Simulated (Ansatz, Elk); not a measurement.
**Bonding as seen by X-rays: H3Pt**

Structure refinements treat a crystal as free atoms side by side. For a made-up structure of H3Pt (cell and positions from a PBEsol relaxation) the runs below show what the calculated density changes in F(hkl).

Method: DFT, PBE, all-electron APW+lo, Dirac cores, scalar-relativistic bands, static density, no spin, in Elk 11.2.3 (patched build).

This account leaves out most program logs.

The structure was built from a prototype and need not be the compound's stable phase.

### Step 1. Set-up

It takes space group Pm-3m (No. 221, cubic). Conventional cell: a = 2.932 Å, b = 2.932 Å, c = 2.932 Å, α = 90.00°, β = 90.00°, γ = 90.00°. Nearest to Pt lie 12 H at 2.07 Å. Nearest to H lie 4 Pt at 2.07 Å and 8 H at 2.07 Å. Farther neighbours are not listed.

### Step 2. Ground state and structure factors

An all-electron density is needed, since X-rays see the cores too. Task 0 finds the density and task 195 Fourier-transforms it; tshift is off so that phases refer to the origin typed.

File elk.in:

```
tasks
  0
  195

xctype
  20

spinpol
  .false.

rgkmax
  7.0

gmaxvr
  14.0

lmaxo
  7

lmaxapw
  8

swidth
  0.002

tshift
  .false.

ramdisk
  .false.

hmaxvr
  5.5

maxscl
  120

epspot
  1e-06

sppath
  './'

avec
  5.53996692850 -0.00000000000 0.00000000000
  0.00000000000 5.53996692850 -0.00000000000
  0.00000000000 -0.00000000000 5.53996692850

atoms
  2
  'Pt.in'
  1
  0.0000000000 -0.0000000000 -0.0000000000   0.000000 0.000000 0.000000
  'H.in'
  3
  0.5000000000 0.5000000000 0.0000000000   0.000000 0.000000 0.000000
  0.5000000000 -0.0000000000 0.5000000000   0.000000 0.000000 0.000000
  -0.0000000000 0.5000000000 0.5000000000   0.000000 0.000000 0.000000

ngridk
  8 8 8
```

The run is started by

```console
OMP_NUM_THREADS=4 elk
```

Run time: 18 s. Hardware: 4 threads of Arm Neoverse V1, shared host; peak memory 0.16 GiB.

SFACRHO.OUT:

```text

h k l indices transformed by vhmat matrix:
   1.000000000       0.000000000       0.000000000    
   0.000000000       1.000000000       0.000000000    
   0.000000000       0.000000000       1.000000000    

      h      k      l  multipl.   |H|            Re(F)            Im(F)           |F|

      0      0      0      1   0.0000000       81.000000      0.13716366E-16   81.000000    
      0      0     -1      6   1.1341557       67.967729     -0.15370149E-15   67.967729    
      1     -1      0     12   1.6039384       62.422535     -0.38076485E-17   62.422535    
     -1      1      1      8   1.9644154       59.578474     -0.47556479E-17   59.578474    
      0      2      0      6   2.2683115       56.206907     -0.86608408E-16   56.206907    
     -1     -2      0     24   2.5360493       52.926458     -0.33346234E-16   52.926458    
     -1      1     -2     24   2.7781029       50.777417     -0.43434040E-16   50.777417    
     -2      2      0     12   3.2078769       47.441511     -0.67815285E-17   47.441511    
     -3      0      0      6   3.4024672       45.700164     -0.43045436E-16   45.700164    
      2     -1      2     24   3.4024672       45.664609      0.14100901E-16   45.664609    
      1      3      0     24   3.5865154       44.309974     -0.11519228E-16   44.309974    
     -3     -1     -1     24   3.7615691       43.256003      0.76240616E-16   43.256003    
     -2      2     -2      8   3.9288307       42.101141      0.49471394E-16   42.101141    
      0     -2      3     24   4.0892567       40.888935      0.52504515E-16   40.888935    
      1     -3     -2     48   4.2436222       39.912808     -0.14677547E-16   39.912808    
      0      0      4      6   4.5366230       38.264635      0.51513099E-16   38.264635    
     -2      2     -3     24   4.6762439       37.342599     -0.30576785E-16   37.342599    
      1      0     -4     24   4.6762439       37.353722     -0.11514438E-16   37.353722
```

Elk indexes on the primitive cell of elk.in and gives |H| = 4π sin θ/λ in inverse bohr. Below, one row stands for each form hkl of the conventional cell (m members, Friedel mates merged), F is for one primitive cell and the density is static (no thermal factor). Free-atom factors are Waasmaier and Kirfel's, and R is Σm||F|−|F'||/Σm|F|.

| hkl | m | sin θ/λ (Å⁻¹) | abs F, DFT | neutral atoms | diff. |
| --- | --- | --- | --- | --- | --- |
| 100 | 6 | 0.171 | 67.968 | 68.102 | -0.134 |
| 110 | 12 | 0.241 | 62.422 | 62.640 | -0.217 |
| 111 | 8 | 0.295 | 59.578 | 59.716 | -0.138 |
| 200 | 6 | 0.341 | 56.207 | 56.303 | -0.096 |
| 210 | 24 | 0.381 | 52.926 | 52.931 | -0.004 |
| 211 | 24 | 0.418 | 50.777 | 50.711 | +0.066 |
| 220 | 12 | 0.482 | 47.441 | 47.421 | +0.021 |
| 300 | 6 | 0.512 | 45.700 | 45.613 | +0.087 |
| 221 | 24 | 0.512 | 45.665 | 45.613 | +0.051 |
| 310 | 24 | 0.539 | 44.310 | 44.272 | +0.038 |
| 311 | 24 | 0.566 | 43.256 | 43.250 | +0.006 |
| 222 | 8 | 0.591 | 42.101 | 42.113 | -0.011 |
| 320 | 24 | 0.615 | 40.889 | 40.917 | -0.028 |
| 321 | 48 | 0.638 | 39.913 | 39.962 | -0.049 |
| 400 | 6 | 0.682 | 38.265 | 38.334 | -0.069 |
| 322 | 24 | 0.703 | 37.343 | 37.435 | -0.092 |
| 410 | 24 | 0.703 | 37.354 | 37.435 | -0.081 |
| 411 | 24 | 0.724 | 36.593 | 36.682 | -0.089 |

### Step 3. The highest occupied states alone

An energy window below the Fermi level keeps the highest occupied states, to see at which angles they scatter; shallow core shells can lie inside it and anion s states outside. No new self-consistency is needed.

Changes to elk.in since step 2:

```diff
@@ -1,3 +1,2 @@
 tasks
-  0
   195
@@ -40,2 +39,5 @@
 
+wsfac
+  -0.191640 0.659600
+
 sppath
```

The run is started by

```console
OMP_NUM_THREADS=4 elk
```

Run time: 2.6 s. Hardware: 4 threads; peak memory 0.16 GiB.

States within 15 eV below the Fermi level hold 13.00 electrons; any levels below the window count with the cores. Their amplitudes can exceed the total, where window and core parts have opposite phase:

| hkl | sin θ/λ (Å⁻¹) | abs F, window | abs F, all |
| --- | --- | --- | --- |
| 100 | 0.171 | 3.903 | 67.968 |
| 110 | 0.241 | 1.734 | 62.422 |
| 111 | 0.295 | 1.819 | 59.578 |
| 200 | 0.341 | 1.014 | 56.207 |
| 210 | 0.381 | 0.003 | 52.926 |
| 211 | 0.418 | 0.123 | 50.777 |
| 220 | 0.482 | 0.002 | 47.441 |
| 300 | 0.512 | 0.244 | 45.700 |
| 221 | 0.512 | 0.279 | 45.665 |
| 310 | 0.539 | 0.264 | 44.310 |

### Step 4. Another functional

The difference from free atoms is small, so it is set against the change that PBEsol makes.

Changes to elk.in since step 3:

```diff
@@ -1,2 +1,3 @@
 tasks
+  0
   195
@@ -4,3 +5,3 @@
 xctype
-  20
+  22
 
@@ -39,5 +40,2 @@
 
-wsfac
-  -0.191640 0.659600
-
 sppath
```

The run is started by

```console
OMP_NUM_THREADS=4 elk
```

The job ended after 18 s (4 threads; peak memory 0.16 GiB; 56 s of CPU time).

Against the first run R = 0.01 %; the largest change is -0.038 at 111.

### Step 5. A coarser k-mesh

About half the k-points along each axis test the sampling.

Changes to elk.in since step 4:

```diff
@@ -5,3 +5,3 @@
 xctype
-  22
+  20
 
@@ -60,2 +60,2 @@
 ngridk
-  8 8 8
+  4 4 4
```

The run is started by

```console
OMP_NUM_THREADS=4 elk
```

The job ended after 11 s (4 threads; peak memory 0.16 GiB).

Against the first run R = 0.01 %; the largest change is -0.022 at 300.

### Step 6. Basis size

A smaller basis shows how fast F responds to it; the change is likely larger than the basis error of the first run, but doesn't show convergence.

Changes to elk.in since step 5:

```diff
@@ -11,3 +11,3 @@
 rgkmax
-  7.0
+  5.5
 
@@ -60,2 +60,2 @@
 ngridk
-  4 4 4
+  8 8 8
```

The run is started by

```console
OMP_NUM_THREADS=4 elk
```

Elapsed: 15 s, on 4 threads; peak memory 0.16 GiB.

Against the first run R = 0.00 %; the largest change is -0.002 at 200.

### Step 7. Settings against the effect

| run | R against the first run (%) | R against neutral atoms, low angle (%) | wall time |
| --- | --- | --- | --- |
| PBE, rgkmax 7 | 0.00 | 0.28 | 18 s |
| PBEsol | 0.01 | 0.29 | 18 s |
| k-mesh 4×4×4 | 0.01 | 0.27 | 11 s |
| rgkmax 5.5 | 0.00 | 0.28 | 15 s |

### Step 8. Results

```
R against neutral atoms, sin θ/λ < 0.3 Å⁻¹ : 0.28 %
R against neutral atoms, 0.3 to 0.80 Å⁻¹   : 0.16 %
```

What this shows: Independent neutral atoms miss the calculated amplitudes by R = 0.28 % below 0.3 Å⁻¹ and 0.16 % from there to 0.80 Å⁻¹; by shells, 0.28 % 0.15 to 0.3 (3 forms), 0.08 % 0.3 to 0.45 (3 forms), 0.18 % above 0.45 (17 forms). Bonding, aspherical density and the tables' own atoms all enter these figures, and the runs don't part them. The largest change of an amplitude is -0.22 electrons, at 110. The window's part falls from 13.0 electrons at the origin to at most 0.28 between 0.45 and 0.80 Å⁻¹. Below 0.3 Å⁻¹ the changes that finished (PBEsol, k-mesh 4×4×4 and rgkmax 5.5) move F by R = 0.02 % at most, against the 0.28 % that separates it from free atoms. Spin-orbit coupling is left out, which can matter for elements this heavy. Part of the difference isn't bonding: the tables are fits to free atoms and ions calculated by other methods than this functional. Thermal motion, anomalous dispersion and extinction are left out.

[Logs are printed without paths, hosts, clocks, repeated set-up lines and the standing remarks that a program may print on its own settings, such as how far it seeks lower states.]

[Hosts, paths, dates, database ids (printed as entryN), source tags and the programs' standing remarks are cut or masked in the printed files.]
